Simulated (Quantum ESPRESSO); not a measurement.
**CrBr2 with spin–orbit coupling along several axes**

Which axis do the moments of CrBr2 prefer, and by how much?

Program: Quantum ESPRESSO 7.5. Level of theory: PBEsol; plane waves with PseudoDojo 0.4.1 SR PBEsol standard potentials, then spin–orbit coupling on the fully relativistic files of the same set. Results are calculated unless marked as measured.

**1. The starting structure**

It takes space group C2/m (No. 12, monoclinic). The conventional cell has a = 7.489 Å, b = 3.662 Å, c = 6.507 Å, α = 90.00°, β = 96.41°, γ = 90.00°. Nearest to Cr lie 6 Br at 2.55 to 3.20 Å. Nearest to Br lie 3 Cr at 2.55 to 3.20 Å. Farther neighbours and most contacts between anions are not listed.

Coordinates:

```cif
data_structure
_symmetry_space_group_name_H-M 'P 1'
_symmetry_Int_Tables_number 1
_cell_length_a 4.1684
_cell_length_b 4.1684
_cell_length_c 6.5067
_cell_angle_alpha 95.760
_cell_angle_beta 95.760
_cell_angle_gamma 52.115
_cell_volume 88.67
loop_
_atom_site_label
_atom_site_type_symbol
_atom_site_fract_x
_atom_site_fract_y
_atom_site_fract_z
_atom_site_occupancy
Cr1 Cr 0.00000 0.00000 0.00000 1
Br2 Br 0.64577 0.64577 0.23323 1
Br3 Br 0.35423 0.35423 0.76677 1
```

The cell comes from Materials Project 2023-11-01, a database of computed structures, and need not be the stable phase.

**2. Collinear run on scalar-relativistic files**

File pw.in:

```
&CONTROL
  calculation = 'scf'
  prefix = 'pwscf'
  outdir = './tmp'
  pseudo_dir = './pseudo'
  disk_io = 'low'
/
&SYSTEM
  ibrav = 0
  celldm(1) = 8
  nat = 3
  ntyp = 2
  ecutwfc = 80
  nbnd = 23
  occupations = 'smearing'
  smearing = 'fd'
  degauss = 0.00734986
  nspin = 2
  starting_magnetization(1) = 0.2143
  starting_magnetization(2) = 0
/
&ELECTRONS
  conv_thr = 6d-11
  electron_maxstep = 150
  mixing_beta = 0.3
/
ATOMIC_SPECIES
Cr     51.9961 Cr.upf
Br     79.9040 Br.upf
CELL_PARAMETERS alat
   0.8845498546720   -0.4325240586408    0.0000000000000
   0.8845498546720    0.4325240586408    0.0000000000000
  -0.1716927205632    0.0000000000000    1.5273583845774
ATOMIC_POSITIONS crystal
Cr      0.0000000000    0.0000000000    0.0000000000
Br      0.6457740000    0.6457740000    0.2332280000
Br      0.3542260000    0.3542260000    0.7667720000
K_POINTS automatic
6 6 6 0 0 0
```

Command:

```console
> OMP_NUM_THREADS=1 mpirun -n 2 pw.x -nk 2 -in pw.in > pw.out
```

The program printed:

```text
Program PWSCF v.7.5 starts

     Message from routine setup:
     using ibrav=0 with symmetry is DISCOURAGED, use correct ibrav instead

     K-points division:     npool     =       2
     Subspace diagonalization in iterative solution of the eigenvalue problem:

     G-vector sticks info
     --------------------
     sticks:   dense  smooth     PW     G-vecs:    dense   smooth      PW
     Sum        1247    1247    371                57901    57901    9359

     Using Slab Decomposition

     bravais-lattice index     =            0
     lattice parameter (alat)  =       8.0000  a.u.
     unit-cell volume          =     598.3751 (a.u.)^3
     number of atoms/cell      =            3
     number of atomic types    =            2
     number of electrons       =        28.00
     number of Kohn-Sham states=           23
     kinetic-energy cutoff     =      80.0000  Ry
     charge density cutoff     =     320.0000  Ry
     scf convergence threshold =      6.0E-11
     mixing beta               =       0.3000
     number of iterations used =            8  plain     mixing
     Exchange-correlation= PBESOL
                           (   1   4  10   8   0   0   0)

     celldm(1)=   8.000000  celldm(2)=   0.000000  celldm(3)=   0.000000
     celldm(4)=   0.000000  celldm(5)=   0.000000  celldm(6)=   0.000000

     crystal axes: (cart. coord. in units of alat)
               a(1) = (   0.884550  -0.432524   0.000000 )
               a(2) = (   0.884550   0.432524   0.000000 )
               a(3) = (  -0.171693   0.000000   1.527358 )

     reciprocal axes: (cart. coord. in units 2 pi/alat)
               b(1) = (  0.565259 -1.156005  0.063542 )
               b(2) = (  0.565259  1.156005  0.063542 )
               b(3) = ( -0.000000  0.000000  0.654725 )

     PseudoPot. # 1 for Cr read from file:
     Cr.upf
     Pseudo is Norm-conserving + core correction, Zval = 14.0
     Generated using ONCVPSP code by D. R. Hamann
     Using radial grid of 1638 points,  6 beta functions with:
                l(1) =   0
                l(2) =   0
                l(3) =   1
                l(4) =   1
                l(5) =   2
                l(6) =   2

     PseudoPot. # 2 for Br read from file:
     Br.upf
     Pseudo is Norm-conserving + core correction, Zval =  7.0
     Generated using ONCVPSP code by D. R. Hamann
     Using radial grid of 1098 points,  6 beta functions with:
                l(1) =   0
                l(2) =   0
                l(3) =   1
                l(4) =   1
                l(5) =   2
                l(6) =   2

     atomic species   valence    mass     pseudopotential
     Cr               14.00    51.99610     Cr( 1.00)
     Br                7.00    79.90400     Br( 1.00)

     Starting magnetic structure
     atomic species   magnetization
     Cr              0.214
     Br              0.000

      4 Sym. Ops., with inversion, found

   Cartesian axes

     site n.     atom                  positions (alat units)
         1        Cr     tau(   1) = (   0.0000000   0.0000000   0.0000000  )
         2        Br     tau(   2) = (   1.1023950   0.0000000   0.3562227  )
         3        Br     tau(   3) = (   0.4950119   0.0000000   1.1711356  )

     number of k points=    68  Fermi-Dirac smearing, width (Ry)=  0.0073
                       cart. coord. in units 2pi/alat
        k(    1) = (   0.0000000   0.0000000   0.0000000), wk =   0.0046296
        k(    2) = (   0.0000000   0.0000000   0.1091209), wk =   0.0092593
        k(    3) = (   0.0000000   0.0000000   0.2182417), wk =   0.0092593
        k(    4) = (   0.0000000   0.0000000  -0.3273626), wk =   0.0046296
        k(    5) = (   0.0942099   0.1926675   0.0105903), wk =   0.0185185
        [... 63 further k-points ...]

     Dense  grid:    57901 G-vectors     FFT dimensions: (  45,  45,  72)

     Generating pointlists ...
     new r_m :   0.2480 (alat units)  1.9839 (a.u.) for type    1
     new r_m :   0.2480 (alat units)  1.9839 (a.u.) for type    2

     Initial potential from superposition of free atoms

     starting charge      27.9986, renormalised to      28.0000
     Starting wfcs are   18 randomized atomic wfcs +    5 random wfcs

     Self-consistent Calculation

     iteration #  1     ecut=    80.00 Ry     beta= 0.30
     Davidson diagonalization with overlap
     ethr =  1.00E-02,  avg # of iterations =  5.8

     Threshold (ethr) on eigenvalues was too large:
     Diagonalizing with lowered threshold

     Davidson diagonalization with overlap
     ethr =  8.61E-04,  avg # of iterations =  1.2

     total energy              =    -240.72443795 Ry
     estimated scf accuracy    <       0.24162333 Ry

     total magnetization       =     3.99 Bohr mag/cell
     absolute magnetization    =     4.03 Bohr mag/cell

     iteration #  2     ecut=    80.00 Ry     beta= 0.30
     Davidson diagonalization with overlap
     ethr =  8.63E-04,  avg # of iterations =  2.2

     total energy              =    -240.77652931 Ry
     estimated scf accuracy    <       0.05185927 Ry

     total magnetization       =     4.00 Bohr mag/cell
     absolute magnetization    =     4.14 Bohr mag/cell

     iteration #  3     ecut=    80.00 Ry     beta= 0.30
     Davidson diagonalization with overlap
     ethr =  1.85E-04,  avg # of iterations =  3.1

     total energy              =    -240.79194010 Ry
     estimated scf accuracy    <       0.01593678 Ry

     total magnetization       =     4.00 Bohr mag/cell
     absolute magnetization    =     4.13 Bohr mag/cell

     [... further iterations left out ...]

     iteration # 11     ecut=    80.00 Ry     beta= 0.30
     Davidson diagonalization with overlap
     ethr =  8.28E-11,  avg # of iterations =  2.0

     total energy              =    -240.79588175 Ry
     estimated scf accuracy    <          2.7E-09 Ry

     total magnetization       =     4.00 Bohr mag/cell
     absolute magnetization    =     4.22 Bohr mag/cell

     iteration # 12     ecut=    80.00 Ry     beta= 0.30
     Davidson diagonalization with overlap
     ethr =  9.52E-12,  avg # of iterations =  2.2

     total energy              =    -240.79588175 Ry
     estimated scf accuracy    <          2.8E-10 Ry

     total magnetization       =     4.00 Bohr mag/cell
     absolute magnetization    =     4.22 Bohr mag/cell

     iteration # 13     ecut=    80.00 Ry     beta= 0.30
     Davidson diagonalization with overlap
     ethr =  1.00E-12,  avg # of iterations =  2.0

     total energy              =    -240.79588175 Ry
     estimated scf accuracy    <          7.6E-11 Ry

     total magnetization       =     4.00 Bohr mag/cell
     absolute magnetization    =     4.22 Bohr mag/cell

     iteration # 14     ecut=    80.00 Ry     beta= 0.30
     Davidson diagonalization with overlap
     ethr =  2.71E-13,  avg # of iterations =  2.3

     Magnetic moment per site  (integrated on atomic sphere of radius R)
     atom   1 (R=0.248)  charge= 12.0998  magn=  3.5167
     atom   2 (R=0.248)  charge=  4.8348  magn= -0.0256
     atom   3 (R=0.248)  charge=  4.8348  magn= -0.0256

     End of self-consistent calculation

     Number of k-points >= 100: set verbosity='high' to print the bands.

     the Fermi energy is     4.8376 ev

!    total energy              =    -240.79588175 Ry
     estimated scf accuracy    <          3.0E-11 Ry
     smearing contrib. (-TS)   =      -0.00104496 Ry
     internal energy E=F+TS    =    -240.79483679 Ry

     The total energy is F=E-TS. E is the sum of the following terms:
     one-electron contribution =    -172.13546432 Ry
     hartree contribution      =      93.09668238 Ry
     xc contribution           =     -46.85295505 Ry
     ewald contribution        =    -114.90309980 Ry

     total magnetization       =     4.00 Bohr mag/cell
     absolute magnetization    =     4.22 Bohr mag/cell

     convergence has been achieved in  14 iterations

=------------------------------------------------------------------------------=
   JOB DONE.
=------------------------------------------------------------------------------=
```

Elapsed: 3.6 min, on 2 MPI ranks of Arm Neoverse V2, shared host; peak memory 0.58 GiB; 7.2 min of CPU time.

Spin moment in the atom's sphere by atom:

```csv
atom,spin moment in the atom's sphere (μB)
Cr1,3.52
Br2,-0.03
Br3,-0.03
```

This step gave:

```yaml
smearing_term_ts: 0.01422 eV
magnetization: 4 μB
absolute_magnetization: 4.224 μB
final_state: ferromagnetic
```

**3. One pass along [001] on 8×8×8**

Each pass runs in a folder of its own that holds a copy of a collinear save from that input. The collinear spin density is turned to the axis, and its potential is diagonalised once with spin–orbit coupling on fully relativistic PseudoDojo files; the sums over occupied states, with the smearing term, are then compared.

File pass.in:

```
&CONTROL
  calculation = 'nscf'
  prefix = 'pwscf'
  outdir = './tmp'
  pseudo_dir = './pseudo_fr'
  disk_io = 'low'
/
&SYSTEM
  ibrav = 0
  celldm(1) = 8
  nat = 3
  ntyp = 2
  ecutwfc = 80
  nbnd = 42
  occupations = 'smearing'
  smearing = 'fd'
  degauss = 0.00734986
  noncolin = .true.
  lspinorb = .true.
  lforcet = .true.
  starting_magnetization(1) = 0.2143
  angle1(1) = 6.4138
  angle2(1) = 180
  starting_magnetization(2) = 0
  angle1(2) = 6.4138
  angle2(2) = 180
/
&ELECTRONS
  conv_thr = 6d-11
  electron_maxstep = 150
  mixing_beta = 0.3
  startingpot = 'file'
  startingwfc = 'random'
  diago_thr_init = 1d-09
  diago_full_acc = .true.
/
ATOMIC_SPECIES
Cr     51.9961 Cr.upf
Br     79.9040 Br.upf
CELL_PARAMETERS alat
   0.8845498546720   -0.4325240586408    0.0000000000000
   0.8845498546720    0.4325240586408    0.0000000000000
  -0.1716927205632    0.0000000000000    1.5273583845774
ATOMIC_POSITIONS crystal
Cr      0.0000000000    0.0000000000    0.0000000000
Br      0.6457740000    0.6457740000    0.2332280000
Br      0.3542260000    0.3542260000    0.7667720000
K_POINTS automatic
8 8 8 0 0 0
```

Command:

```console
> OMP_NUM_THREADS=1 mpirun -n 2 pw.x -nk 2 -in pass.in > pass.out
```

The program printed:

```text
[banner, memory and clock lines left out]
Program PWSCF v.7.5 starts

     Fixed quantization axis for GGA:    -0.111708    0.000000    0.993741
     Message from routine setup:
     using ibrav=0 with symmetry is DISCOURAGED, use correct ibrav instead

     bravais-lattice index     =            0
     lattice parameter (alat)  =       8.0000  a.u.
     unit-cell volume          =     598.3751 (a.u.)^3
     number of atoms/cell      =            3
     number of atomic types    =            2
     number of electrons       =        28.00
     number of Kohn-Sham states=           42
     kinetic-energy cutoff     =      80.0000  Ry
     charge density cutoff     =     320.0000  Ry
     Exchange-correlation= PBESOL
                           (   1   4  10   8   0   0   0)
     Noncollinear calculation with spin-orbit

     [... lines left out ...]
     PseudoPot. # 1 for Cr read from file:
     Cr.upf
     Pseudo is Norm-conserving + core correction, Zval = 14.0

     PseudoPot. # 2 for Br read from file:
     Br.upf
     Pseudo is Norm-conserving + core correction, Zval =  7.0

     atomic species   valence    mass     pseudopotential
     Cr               14.00    51.99610     Cr( 1.00)
     Br                7.00    79.90400     Br( 1.00)

      4 Sym. Ops., with inversion, found

   Cartesian axes

     site n.     atom                  positions (alat units)
         1        Cr     tau(   1) = (   0.0000000   0.0000000   0.0000000  )
         2        Br     tau(   2) = (   1.1023950   0.0000000   0.3562227  )
         3        Br     tau(   3) = (   0.4950119   0.0000000   1.1711356  )

     number of k points=   150  Fermi-Dirac smearing, width (Ry)=  0.0073

     Number of k-points >= 100: set verbosity='high' to print them.

     Dense  grid:    57901 G-vectors     FFT dimensions: (  45,  45,  72)

     Generating pointlists ...
     new r_m :   0.2480 (alat units)  1.9839 (a.u.) for type    1
     new r_m :   0.2480 (alat units)  1.9839 (a.u.) for type    2
     Message from routine read_rhog:
     some spin components not found

 -----------
Spin angles Theta, Phi (degree) =   6.4138180.0000
 -----------

     The potential is recalculated from file :
     [... lines left out ...]
     Starting wfcs are random

     Band Structure Calculation
     Davidson diagonalization with overlap

     ethr =  1.00E-09,  avg # of iterations = 56.2

     End of band structure calculation

     Number of k-points >= 100: set verbosity='high' to print the bands.

     the Fermi energy is     4.8397 ev
     (compare with:     4.8376 eV, computed in scf)
```

Elapsed: 14 min, on 2 MPI ranks; peak memory 1.6 GiB; 28 min of CPU time.

**4. One pass along [100] on 8×8×8**

Edit pass.in of step 3 so:

```diff
@@ -21,7 +21,7 @@
   starting_magnetization(1) = 0.2143
-  angle1(1) = 6.4138
-  angle2(1) = 180
+  angle1(1) = 90
+  angle2(1) = 0
   starting_magnetization(2) = 0
-  angle1(2) = 6.4138
-  angle2(2) = 180
+  angle1(2) = 90
+  angle2(2) = 0
 /
```

The program printed:

```text
     [... lines left out ...]
Program PWSCF v.7.5 starts
     [... lines left out ...]
     number of atoms/cell      =            3
     [... lines left out ...]
     number of electrons       =        28.00
     number of Kohn-Sham states=           42
     kinetic-energy cutoff     =      80.0000  Ry
     charge density cutoff     =     320.0000  Ry
     [... lines left out ...]
     Noncollinear calculation with spin-orbit
     [... lines left out ...]
      4 Sym. Ops., with inversion, found
     [... lines left out ...]
     number of k points=   150  Fermi-Dirac smearing, width (Ry)=  0.0073
     [... lines left out ...]
Spin angles Theta, Phi (degree) =  90.0000  0.0000
     [... lines left out ...]
     the Fermi energy is     4.8396 ev
     (compare with:     4.8376 eV, computed in scf)
```

Run time: 14 min. Hardware: 2 MPI ranks; peak memory 1.6 GiB; 28 min of CPU time.

**5. One pass along [010] on 8×8×8**

Edit pass.in of step 4 so:

```diff
@@ -22,6 +22,6 @@
   angle1(1) = 90
-  angle2(1) = 0
+  angle2(1) = 90
   starting_magnetization(2) = 0
   angle1(2) = 90
-  angle2(2) = 0
+  angle2(2) = 90
 /
```

The program printed:

```text
     [... lines left out ...]
Program PWSCF v.7.5 starts
     [... lines left out ...]
     number of atoms/cell      =            3
     [... lines left out ...]
     number of electrons       =        28.00
     number of Kohn-Sham states=           42
     kinetic-energy cutoff     =      80.0000  Ry
     charge density cutoff     =     320.0000  Ry
     [... lines left out ...]
     Noncollinear calculation with spin-orbit
     [... lines left out ...]
      4 Sym. Ops., with inversion, found
     [... lines left out ...]
     number of k points=   150  Fermi-Dirac smearing, width (Ry)=  0.0073
     [... lines left out ...]
Spin angles Theta, Phi (degree) =  90.0000 90.0000
     [... lines left out ...]
     the Fermi energy is     4.8399 ev
     (compare with:     4.8376 eV, computed in scf)
```

The job ended after 14 min (2 MPI ranks; peak memory 1.6 GiB).

**6. The smearing term**

The sum of energies times occupations is what pw.x prints as eband (for fewer than 100 k points). With Fermi–Dirac smearing the quantity to compare holds −TS as well, computed here from the energies and weights in the run's XML file (meV a cell, from the first axis, mesh 8×8×8):

```
 axis  plain sum      −TS  free energy
[001]     0.0000   0.0000       0.0000
[100]     0.0371  -0.0040       0.0331
[010]     0.0953  -0.0106       0.0848
```

**7. Anisotropy**

A pass yields neither state nor moment: for the force theorem these columns are the collinear run's. Anisotropy, by row:

```csv
way,mesh,axis,state,energy less the first axis' (meV a primitive cell),largest spin moment (μB),CPU time (s)
force theorem,8x8x8,[001],ferromagnetic,0,3.517,1668
force theorem,8x8x8,[100],ferromagnetic,0.03307,3.517,1678
force theorem,8x8x8,[010],ferromagnetic,0.08478,3.517,1676
```

**8. Summary of results**

```
state                                         : ferromagnetic
largest spin moment                           : 3.52 μB
easy axis of those tried, on this mesh        : not resolved
energy along [100] less [001] (force theorem) : 0.0331 meV a primitive cell, 0.060 MJ/m³
```

**Reading.** On 8×8×8, leaving out the smearing term would shift a difference by 0.011 meV, against 0.085 meV for the largest. Differences this small usually change with the mesh, so the easy axis is taken as not resolved. One mesh cannot show that the size is converged, and with itinerant moments even the sign can change with the mesh. At this low symmetry the easy direction need not be one of these axes. Shape anisotropy is not included. The moments were started parallel in the primitive cell; if the crystal orders otherwise, its anisotropy is another. Energies are free energies at an electronic temperature of 1160 K, which lowers moments and differences where the moments are itinerant. No Hubbard term acts here. In such compounds local and semilocal functionals without one often delocalise the d electrons, and can shrink or lose moments and miss the size, sign and order of the couplings. The cutoff lies under the 94 Ry that these files are usually run at.

[Logs and program files are shortened in this print: banners, set-up blocks, solver, clock and traceback lines can be left out without a mark of their own.]

[Logs are printed without paths, hosts, clocks, repeated set-up lines and the standing remarks that a program may print on its own settings, such as how far it seeks lower states.]

[Hosts, paths, dates, database ids (printed as entryN), source tags and the programs' standing remarks are cut or masked in the printed files.]

[Where a cell is said to come from a database of computed structures, the database is the Materials Project.]
